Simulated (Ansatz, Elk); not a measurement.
## How far do independent atoms describe Ti3Mo?

Structure refinements treat a crystal as free atoms side by side. For a made-up structure of Ti3Mo (cell and positions from a PBE relaxation) the runs below show what the calculated density changes in F(hkl).

Main program and level: Elk 11.2.3 (patched build); DFT, PBE, all-electron APW+lo, Dirac cores, scalar-relativistic bands, static density, no spin.

The structure was built from a prototype and need not be the compound's stable phase.

## (1) Starting point

Symmetry: Pm-3m, No. 221, cubic system. The conventional cell has a = 4.060 Å, b = 4.060 Å, c = 4.060 Å, α = 90.00°, β = 90.00°, γ = 90.00°. Nearest to Mo lie 12 Ti at 2.87 Å. Nearest to Ti lie 4 Mo at 2.87 Å and 8 Ti at 2.87 Å. Farther neighbours are not listed.

Structure file:

```cif
data_structure
_symmetry_space_group_name_H-M 'Pm-3m'
_symmetry_Int_Tables_number 221
_cell_length_a 4.0601
_cell_length_b 4.0601
_cell_length_c 4.0601
_cell_angle_alpha 90.000
_cell_angle_beta 90.000
_cell_angle_gamma 90.000
_cell_volume 66.93
loop_
_atom_site_label
_atom_site_type_symbol
_atom_site_symmetry_multiplicity
_atom_site_Wyckoff_symbol
_atom_site_fract_x
_atom_site_fract_y
_atom_site_fract_z
_atom_site_occupancy
Mo1 Mo 1 a 0.00000 0.00000 0.00000 1
Ti1 Ti 3 c 0.50000 0.50000 0.00000 1
```

## (2) Ground state and structure factors

An all-electron density is needed, since X-rays see the cores too. Task 0 finds the density and task 195 Fourier-transforms it; tshift is off so that phases refer to the origin typed.

elk.in reads:

```
tasks
  0
  195

xctype
  20

spinpol
  .false.

rgkmax
  7.0

gmaxvr
  14.0

lmaxo
  7

lmaxapw
  8

swidth
  0.002

tshift
  .false.

ramdisk
  .false.

hmaxvr
  5.5

maxscl
  120

epspot
  1e-06

sppath
  './'

avec
  7.67256324030 0.00000000000 0.00000000000
  0.00000000000 7.67256324030 -0.00000000000
  -0.00000000000 -0.00000000000 7.67256324030

atoms
  2
  'Mo.in'
  1
  -0.0000000000 0.0000000000 -0.0000000000   0.000000 0.000000 0.000000
  'Ti.in'
  3
  0.5000000000 0.5000000000 -0.0000000000   0.000000 0.000000 0.000000
  0.5000000000 -0.0000000000 0.5000000000   0.000000 0.000000 0.000000
  0.0000000000 0.5000000000 0.5000000000   0.000000 0.000000 0.000000

ngridk
  6 6 6
```

Started as:

```console
> OMP_NUM_THREADS=4 elk
```

Numbers of over 12 decimals in the logs are rounded to 6 here.

Output:

```text
┌─────────────────────────┐
│ Elk code version 11.2.3 │
└─────────────────────────┘

All units are atomic (Hartree, Bohr, etc.)

┌─────────────────────────────────────────────────┐
│ Ground-state run starting from atomic densities │
└─────────────────────────────────────────────────┘

Lattice vectors :
   7.672563240       0.000000000       0.000000000
   0.000000000       7.672563240      -0.000000000
  -0.000000000      -0.000000000       7.672563240

Reciprocal lattice vectors :
  0.8189160663       0.000000000       0.000000000
  -0.000000000      0.8189160663       0.000000000
  -0.000000000       0.000000000      0.8189160663

Unit cell volume      :    451.6701920
Brillouin zone volume :   0.5491843779

Muffin-tin inner radius fraction :   0.1000000000E-01

Nuclei treated as point charges

Species : 1 (Mo)
 parameters loaded from : Mo.in
 name : molybdenum
 nuclear charge    :   -42.00000000
 electronic charge :    42.00000000
 atomic mass :    174887.9214
 muffin-tin radius :    2.600000000
 number of radial points in muffin-tin :   1193
 inner part over the whole radius :   0.9897744308E-02
 number on inner part of muffin-tin    :    848
 approximate nuclear radius :   0.8334154960E-04
 number of mesh points to nuclear radius :    419
 atomic positions (lattice), magnetic fields (Cartesian) :
  1 :   0.00000000  0.00000000  0.00000000    0.00000000  0.00000000  0.00000000

Species : 2 (Ti)
 parameters loaded from : Ti.in
 name : titanium
 nuclear charge    :   -22.00000000
 electronic charge :    22.00000000
 atomic mass :    87256.20317
 muffin-tin radius :    2.400000000
 number of radial points in muffin-tin :    993
 inner part over the whole radius :   0.9985722337E-02
 number on inner part of muffin-tin    :    699
 approximate nuclear radius :   0.6805665174E-04
 number of mesh points to nuclear radius :    325
 atomic positions (lattice), magnetic fields (Cartesian) :
  1 :   0.50000000  0.50000000  0.00000000    0.00000000  0.00000000  0.00000000
  2 :   0.50000000  0.00000000  0.50000000    0.00000000  0.00000000  0.00000000
  3 :   0.00000000  0.50000000  0.50000000    0.00000000  0.00000000  0.00000000

Total number of atoms per unit cell :    4
Total muffin-tin volume :    247.3396840
 ratio of muffin-tin to unit cell volume :   0.5476112623

Spin treatment :
 spin-unpolarised

Number of Bravais lattice symmetries :   48
Number of crystal symmetries         :   48
Crystal has inversion symmetry
Real symmetric eigensolver will be used

k-point grid :      6     6     6
k-point offset :    0.000000000       0.000000000       0.000000000
k-point set is reduced with full crystal symmetry group
Total number of k-points :       20

Muffin-tin radius times maximum |G+k| :    7.000000000
 using average radius
Maximum |G+k| for APW functions       :    2.857142857
Maximum (1/2)|G+k|²                   :    4.081632653
Maximum |G| for potential and density :    14.00000000
Constant for pseudocharge density :    9
 order of it for each species :   16  16
 order of it for pair densities of each species (exact exchange by exxq0 0: 17) :   11   9
Radial integration step length :    1

G-vector grid sizes :     35    35    35
Number of G-vectors :    20863

Maximum angular momentum used for
 APW functions            :    8
 outer part of muffin-tin :    7
 inner part of muffin-tin :    2

Total nuclear charge    :   -108.0000000
Total core charge       :    58.00000000
Total valence charge    :    50.00000000
Total excess charge     :    0.000000000
Total electronic charge :    108.0000000

Effective Wigner radius, rₛ :   0.9994698287

Number of empty states         :     16
Total number of valence states :     42
Total number of core states    :     58

Third-order local-orbitals added for an l without core states : T
Total number of local-orbitals :     72

Exchange-correlation functional :     20     0     0
 Perdew-Burke-Ernzerhof, Phys. Rev. Lett. 77, 3865 (1996)
 gradient requirement :    1
[...]
Madelung                    :     -7951.9521955734
 xc potential                :     -310.63479075470
 exchange                    :     -244.73319260859
 correlation                 :     -5.084287
 electron entropic           :    -0.24735623703550E-02
 total energy                :     -6611.6460410603

Density of states at Fermi energy :    195.6485785
 (states/Hartree/unit cell)

Estimated indirect band gap :   0.1703810508E-02
 from k-point 12 to k-point 16
Estimated direct band gap   :   0.2911697594E-02
 at k-point 16

Charges :
 core                        :    58.00000000
 valence                     :    50.00000000
 interstitial                :    6.981728786
 muffin-tins (core leakage)
  species : 1 (Mo)
   atom 1                    :    39.37924632     (  0.1824275841E-08)
  species : 2 (Ti)
   atom 1                    :    20.54634163     ( -0.2204090706E-06)
[...]
total in muffin-tins        :    101.0182712
 total calculated charge     :    107.9994402
 total charge                :    108.0000000
 error                       :   0.5598339494E-03

RMS change in Kohn-Sham potential (target) :   0.3361044705     (  0.1000000000E-05)
Absolute change in total energy (target)   :   0.8876658003E-01 (  0.1000000000E-03)

[... loops 3 to 15 left out ...]

┌──────────────────┐
│ Loop number : 16 │
└──────────────────┘

Energies :
 Fermi                       :     0.326282
 sum of occupied eigenvalues :     -3901.2599307893
 electron kinetic            :      6784.2742370770
 core electron kinetic       :      6481.8531267458
 Coulomb                     :     -13144.807653984
 Coulomb potential           :     -10360.022515838
 nuclear-nuclear             :     -915.33234412730
 electron-nuclear            :     -14127.664740825
 Hartree                     :      1898.1894309685
 Madelung                    :     -7964.7963960655
 xc potential                :     -325.51165202882
 exchange                    :     -245.39826731786
 correlation                 :     -5.080535
 electron entropic           :    -0.29840442118739E-02
 total energy                :     -6611.0152033618

Density of states at Fermi energy :    234.6868286
 (states/Hartree/unit cell)

Estimated indirect band gap :   0.1683286588E-02
 from k-point 15 to k-point 19
Estimated direct band gap   :   0.2318167856E-02
 at k-point 19

Charges :
 core                        :    58.00000000
 valence                     :    50.00000000
 interstitial                :    6.282892848
 muffin-tins (core leakage)
  species : 1 (Mo)
[...]
species : 2 (Ti)
[...]
total in muffin-tins        :    101.7171072
 total calculated charge     :    107.9994038
 total charge                :    108.0000000
 error                       :   0.5962177943E-03

RMS change in Kohn-Sham potential (target) :   0.3303992406E-06 (  0.1000000000E-05)
Absolute change in total energy (target)   :   0.4348636685E-04 (  0.1000000000E-03)

Convergence targets achieved

┌──────────────────┐
│ Loop number : 17 │
└──────────────────┘

Energies :
 Fermi                       :     0.326282
 sum of occupied eigenvalues :     -3901.2599365685
 electron kinetic            :      6784.2742333097
 core electron kinetic       :      6481.8531259194
 Coulomb                     :     -13144.807654121
 Coulomb potential           :     -10360.022511668
 nuclear-nuclear             :     -915.33234412730
 electron-nuclear            :     -14127.664745673
 Hartree                     :      1898.1894356789
 Madelung                    :     -7964.7963982872
 xc potential                :     -325.51165821066
 exchange                    :     -245.39826729108
 correlation                 :     -5.080535
 electron entropic           :    -0.29840433445543E-02
 total energy                :     -6611.0152072353

Density of states at Fermi energy :    234.6867272
 (states/Hartree/unit cell)

Estimated indirect band gap :   0.1683314441E-02
 from k-point 15 to k-point 19
Estimated direct band gap   :   0.2318206580E-02
 at k-point 19

Charges :
 core                        :    58.00000000
 valence                     :    50.00000000
 interstitial                :    6.282892642
 muffin-tins (core leakage)
  species : 1 (Mo)
[...]
species : 2 (Ti)
   atom 1                    :    20.39454643     ( -0.2204257434E-06)
   atom 2                    :    20.39454643     ( -0.2204257434E-06)
   atom 3                    :    20.39454643     ( -0.2204257434E-06)
 total in muffin-tins        :    101.7171074
 total calculated charge     :    107.9994038
 total charge                :    108.0000000
 error                       :   0.5962178328E-03

┌──────────────────────────────┐
│ Self-consistent loop stopped │
└──────────────────────────────┘

Wrote STATE.OUT
```

It took 21 s on 4 threads of AMD EPYC 7R13 (Zen 3), shared host; peak memory 0.16 GiB; 56 s of CPU time.

SFACRHO.OUT:

```text

h k l indices transformed by vhmat matrix:
   1.000000000       0.000000000       0.000000000    
   0.000000000       1.000000000       0.000000000    
   0.000000000       0.000000000       1.000000000    

      h      k      l  multipl.   |H|            Re(F)            Im(F)           |F|

      0      0      0      1   0.0000000       108.00000     -0.38715937E-17   108.00000    
     -1      0      0      6  0.81891607       18.640468     -0.42819098E-14   18.640468    
      1     -1      0     12   1.1581222       17.592544     -0.21687434E-14   17.592544    
     -1     -1     -1      8   1.4184042       78.660561      0.11225227E-13   78.660561    
      0      0     -2      6   1.6378321       74.177935      0.72824684E-14   74.177935    
     -1     -2      0     24   1.8311520       15.569672     -0.34043699E-14   15.569672    
      1     -2      1     24   2.0059265       15.177298     -0.63976873E-14   15.177298    
      0      2     -2     12   2.3162444       62.579986      0.32023126E-14   62.579986    
      0     -3      0      6   2.4567482       14.197981     -0.84626707E-14   14.197981    
     -1      2     -2     24   2.4567482       14.280974      0.20917633E-15   14.280974    
      3      1      0     24   2.5896400       13.968795      0.27355012E-17   13.968795    
      1     -3      1     24   2.7160373       56.531540      0.26117341E-14   56.531540    
     -2      2      2      8   2.8368085       55.076225     -0.50923090E-14   55.076225    
     -3      2      0     24   2.9526439       13.291962     -0.29206754E-14   13.291962    
     -3      1      2     48   3.0641033       13.107988      0.44419077E-15   13.107988    
      0     -4      0      6   3.2756643       49.684892      0.90218541E-14   49.684892    
      2     -2     -3     24   3.3764774       12.586240     -0.49898485E-14   12.586240    
      4     -1      0     24   3.3764774       12.556884     -0.21983299E-14   12.556884
```

Elk indexes on the primitive cell of elk.in and gives |H| = 4π sin θ/λ in inverse bohr. Below, one row stands for each form hkl of the conventional cell (m members, Friedel mates merged), F is for one primitive cell and the density is static (no thermal factor). Free-atom factors are Waasmaier and Kirfel's, and R is Σm||F|−|F'||/Σm|F|.

```csv
hkl,m,sin θ/λ (Å⁻¹),"abs F, DFT",neutral atoms,diff.
100,6,0.123,18.640,18.830,-0.189
110,12,0.174,17.593,17.700,-0.107
111,8,0.213,78.661,79.428,-0.767
200,6,0.246,74.178,74.895,-0.717
210,24,0.275,15.570,15.649,-0.080
211,24,0.302,15.177,15.188,-0.010
220,12,0.348,62.580,62.412,+0.168
300,6,0.369,14.198,14.145,+0.053
221,24,0.369,14.281,14.145,+0.136
310,24,0.389,13.969,13.878,+0.091
311,24,0.408,56.532,56.379,+0.153
222,8,0.427,55.076,54.768,+0.308
320,24,0.444,13.292,13.230,+0.062
321,48,0.461,13.108,13.048,+0.060
400,6,0.493,49.685,49.706,-0.021
322,24,0.508,12.586,12.563,+0.023
410,24,0.508,12.557,12.563,-0.006
411,24,0.522,12.411,12.414,-0.003
```

## (3) The highest occupied states alone

An energy window below the Fermi level keeps the highest occupied states, to see at which angles they scatter; shallow core shells can lie inside it and anion s states outside. No new self-consistency is needed.

elk.in, as its differences from that of step 2:

```diff
@@ -1,3 +1,2 @@
 tasks
-  0
   195
@@ -40,2 +39,5 @@
 
+wsfac
+  -0.041210 0.626280
+
 sppath
```

Started as:

```console
> OMP_NUM_THREADS=4 elk
```

Output:

```text
┌─────────────────────────────────┐
│ Elk code version 11.2.3 started │
└─────────────────────────────────┘

Info(readinput): the functional depends on the density's gradient
 muffin-tin radial points multiplied by    2.00000
 (not where nrmtscf is given)

┌────────────────────┐
│ Current task : 195 │
└────────────────────┘

Info(sfacrho): density structure factors written to SFACRHO.OUT

 Energy window :  -0.4121000000E-01  0.6262800000

┌──────────────────┐
│ Elk code stopped │
└──────────────────┘
```

Elapsed: 5.5 s, on 4 threads; peak memory 0.16 GiB.

States within 10 eV below the Fermi level hold 18.00 electrons; any levels below the window count with the cores. Their amplitudes can exceed the total, where window and core parts have opposite phase:

```csv
hkl,sin θ/λ (Å⁻¹),"abs F, window","abs F, all"
100,0.123,1.230,18.640
110,0.174,0.703,17.593
111,0.213,2.981,78.661
200,0.246,2.119,74.178
210,0.275,0.070,15.570
211,0.302,0.122,15.177
220,0.348,1.284,62.580
300,0.369,0.230,14.198
221,0.369,0.146,14.281
310,0.389,0.205,13.969
```

## (4) Another functional

The difference from free atoms is small, so it is set against the change that LDA (Perdew-Wang) makes.

elk.in, as its differences from that of step 3:

```diff
@@ -1,2 +1,3 @@
 tasks
+  0
   195
@@ -4,3 +5,3 @@
 xctype
-  20
+  3
 
@@ -39,5 +40,2 @@
 
-wsfac
-  -0.041210 0.626280
-
 sppath
```

Started as:

```console
> OMP_NUM_THREADS=4 elk
```

Output:

```text
┌─────────────────────────┐
│ Elk code version 11.2.3 │
└─────────────────────────┘

All units are atomic (Hartree, Bohr, etc.)

┌─────────────────────────────────────────────────┐
│ Ground-state run starting from atomic densities │
└─────────────────────────────────────────────────┘

Lattice vectors :
   7.672563240       0.000000000       0.000000000
   0.000000000       7.672563240      -0.000000000
  -0.000000000      -0.000000000       7.672563240

Reciprocal lattice vectors :
  0.8189160663       0.000000000       0.000000000
[...]
valence                     :    50.00000000
 interstitial                :    6.215187895
 muffin-tins (core leakage)
  species : 1 (Mo)
[...]
species : 2 (Ti)
[...]
atom 2                    :    20.41552431     ( -0.3536575964E-05)
   atom 3                    :    20.41552431     ( -0.3536575964E-05)
 total in muffin-tins        :    101.7848121
 total calculated charge     :    107.9993833
 total charge                :    108.0000000
 error                       :   0.6167123252E-03

┌──────────────────────────────┐
│ Self-consistent loop stopped │
└──────────────────────────────┘

Wrote STATE.OUT
[key lines of the parts left out:]
total energy                :     -6601.4235542925
```

Elapsed: 13 s, on 4 threads; peak memory 0.16 GiB.

Against the first run R = 0.05 %; the largest change is -0.051 at 220.

## (5) A coarser k-mesh

About half the k-points along each axis test the sampling.

elk.in, as its differences from that of step 4:

```diff
@@ -5,3 +5,3 @@
 xctype
-  3
+  20
 
@@ -60,2 +60,2 @@
 ngridk
-  6 6 6
+  3 3 3
```

Started as:

```console
> OMP_NUM_THREADS=4 elk
```

Output:

```text
┌─────────────────────────┐
│ Elk code version 11.2.3 │
└─────────────────────────┘

All units are atomic (Hartree, Bohr, etc.)

┌─────────────────────────────────────────────────┐
│ Ground-state run starting from atomic densities │
└─────────────────────────────────────────────────┘

Lattice vectors :
   7.672563240       0.000000000       0.000000000
   0.000000000       7.672563240      -0.000000000
  -0.000000000      -0.000000000       7.672563240

Reciprocal lattice vectors :
  0.8189160663       0.000000000       0.000000000
[...]
valence                     :    50.00000000
 interstitial                :    6.291260918
 muffin-tins (core leakage)
  species : 1 (Mo)
[...]
species : 2 (Ti)
[...]
atom 2                    :    20.39064186     ( -0.2204266067E-06)
   atom 3                    :    20.39064186     ( -0.2204266067E-06)
 total in muffin-tins        :    101.7087391
 total calculated charge     :    107.9994994
 total charge                :    108.0000000
 error                       :   0.5005556993E-03

┌──────────────────────────────┐
│ Self-consistent loop stopped │
└──────────────────────────────┘

Wrote STATE.OUT
[key lines of the parts left out:]
total energy                :     -6611.0218786860
```

Wall time 13 s (4 threads); peak memory 0.16 GiB.

Against the first run R = 0.03 %; the largest change is +0.036 at 400.

## (6) Basis size

A smaller basis shows how fast F responds to it; the change is likely larger than the basis error of the first run, but doesn't show convergence.

elk.in, as its differences from that of step 5:

```diff
@@ -11,3 +11,3 @@
 rgkmax
-  7.0
+  5.5
 
@@ -60,2 +60,2 @@
 ngridk
-  3 3 3
+  6 6 6
```

Started as:

```console
> OMP_NUM_THREADS=4 elk
```

Output:

```text
┌─────────────────────────┐
│ Elk code version 11.2.3 │
└─────────────────────────┘

All units are atomic (Hartree, Bohr, etc.)

┌─────────────────────────────────────────────────┐
│ Ground-state run starting from atomic densities │
└─────────────────────────────────────────────────┘

Lattice vectors :
   7.672563240       0.000000000       0.000000000
   0.000000000       7.672563240      -0.000000000
  -0.000000000      -0.000000000       7.672563240

Reciprocal lattice vectors :
  0.8189160663       0.000000000       0.000000000
[...]
valence                     :    50.00000000
 interstitial                :    6.524044408
 muffin-tins (core leakage)
  species : 1 (Mo)
[...]
species : 2 (Ti)
[...]
atom 2                    :    20.33535258     ( -0.2204263083E-06)
   atom 3                    :    20.33535258     ( -0.2204263083E-06)
 total in muffin-tins        :    101.4759556
 total calculated charge     :    108.0015018
 total charge                :    108.0000000
 error                       :   0.1501812015E-02

┌──────────────────────────────┐
│ Self-consistent loop stopped │
└──────────────────────────────┘

Wrote STATE.OUT
[key lines of the parts left out:]
total energy                :     -6610.8915113070
```

Elapsed: 19 s, on 4 threads; peak memory 0.16 GiB.

Against the first run R = 0.04 %; the largest change is +0.120 at 220.

## (7) Settings against the effect

```csv
run,R against the first run (%),"R against neutral atoms, low angle (%)",wall time
"PBE, rgkmax 7",0.00,0.83,21 s
LDA (Perdew-Wang),0.05,0.83,13 s
k-mesh 3×3×3,0.03,0.83,13 s
rgkmax 5.5,0.04,0.89,19 s
```

## (8) Outcome

* R against neutral atoms, sin θ/λ < 0.3 Å⁻¹: 0.83 %
* R against neutral atoms, 0.3 to 0.83 Å⁻¹: 0.33 %

**Reading.** Independent neutral atoms miss the calculated amplitudes by R = 0.83 % below 0.3 Å⁻¹ and 0.33 % from there to 0.83 Å⁻¹; by shells, 1.02 % below 0.15 Å⁻¹ (1 form), 0.82 % 0.15 to 0.3 (4 forms), 0.39 % 0.3 to 0.45 (8 forms), 0.31 % above 0.45 (40 forms). Bonding, aspherical density and the tables' own atoms all enter these figures, and the runs don't part them. The largest change of an amplitude is -0.77 electrons, at 111. The window's part falls from 18.0 electrons at the origin to at most 0.22 between 0.45 and 0.83 Å⁻¹. Below 0.3 Å⁻¹ the changes that finished (LDA (Perdew-Wang), k-mesh 3×3×3 and rgkmax 5.5) move F by R = 0.07 % at most, against the 0.83 % that separates it from free atoms. These runs have no spin, though d or f shells may be open. Part of the difference isn't bonding: the tables are fits to free atoms and ions calculated by other methods than this functional. Thermal motion, anomalous dispersion and extinction are left out.

[Logs are printed without paths, hosts, clocks, repeated set-up lines and the standing remarks that a program may print on its own settings, such as how far it seeks lower states.]

[Hosts, paths, dates, database ids (printed as entryN), source tags and the programs' standing remarks are cut or masked in the printed files.]
